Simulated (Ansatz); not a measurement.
## Li on Ag(100): change of the work function: cost of one run

Ansatz 0.2.0; plane-wave DFT, RPBE, Ansatz PAW. The cell holds 18 atoms.

input.yaml reads:

```yaml
crystal:
  lattice:
    - [5.7841334702, 0.0, 0.0]
    - [0.0, 5.7841334702, 0.0]
    - [0.0, 0.0, 26.39209437]
  atoms:
    - { symbol: Ag, position: [0.25, 0.25, 0.3410112087] }
    - { symbol: Ag, position: [0.0, 0.0, 0.4184965333] }
    - { symbol: Ag, position: [0.25, 0.25, 0.5014814386] }
[... 9 atom lines left out ...]
    - { symbol: Ag, position: [0.75, 0.75, 0.3410112087] }
    - { symbol: Ag, position: [0.5, 0.5, 0.4184965333] }
    - { symbol: Ag, position: [0.75, 0.75, 0.5014814386] }
    - { symbol: Ag, position: [0.5, 0.5, 0.5828796184] }
    - { symbol: Li, position: [0.25, 0.25, 0.6589887913] }
    - { symbol: Li, position: [0.75, 0.75, 0.6589887913] }
kpoints:
  mp_grid: { grid: [5, 5, 1] }
hamiltonian:
  xc: rpbe
scf:
  occupations: { method: fermi_dirac, width: 0.1 }
  convergence: { dr2_threshold: 1.0e-08 }
efield:
  axis: 3
  dipole_correction: true
  ramp_position: 0.97
  ramp_width: 0.06
relax:
  f_tol: 0.02
  max_steps: 60
  constraints: [{ sites: [0, 1, 4, 5, 8, 9, 12, 13] }]
output:
  bader: true
  dos: { projected: true, e_range: [-8, 4] }
  write_potential: true
  write_density: true
  volumetric_format: npy
```

Command:

```sh
ansatz run input.yaml --threads 4 --pin off --max-ram 12288MiB --backend cpu --events-out ev --progress --plain --runs-dir out
```

The cutoff in use is 420 eV. For reference, a run of the same kind (4 atoms, 21 k-points, 46 bands and 3,917 plane waves; 25 SCF cycles) took 14 s and 0.53 GiB on the same hardware.

Q: Estimate wall time and peak memory on 4 threads of Arm Neoverse V1, shared host.

A cutoff of 420 eV is a sphere of radius 10.5 Å⁻¹, so a cell of 883 Å³ holds about V·G³/6π² = 17,256 plane waves. At two electrons a band, the 310 electrons need 155 bands, and 31 more are carried. Symmetry cuts the 5×5×1 mesh from 25 to 6 points. The run has 6 k-points, 186 bands and 17,357 plane waves. Taking the work of a cycle as k-points × spins × bands × plane waves, that is 5.1 times the reference, or 73 s at the reference's 25 cycles. The run needed 31 SCF cycles over 3 ionic steps, which makes it about 91 s. One copy of the wavefunctions takes 0.29 GiB at 16 bytes a coefficient, against 0.056 GiB in the reference; grids, projectors and work arrays come on top. Measured: about 2.1 min, with a peak of 3.5 GiB. The run took longer than the estimate, which leaves out the steps that grow as the square of the band count.

[Logs are printed without paths, hosts, clocks, repeated set-up lines and the standing remarks that a program may print on its own settings, such as how far it seeks lower states.]

[Hosts, paths, dates, database ids (printed as entryN), source tags and the programs' standing remarks are cut or masked in the printed files.]

[Maps of the electrostatic potential energy from Ansatz leave out the sawtooth potential of an applied field or a dipole correction, so their vacuum need not be flat; planar profiles and work functions include it.]
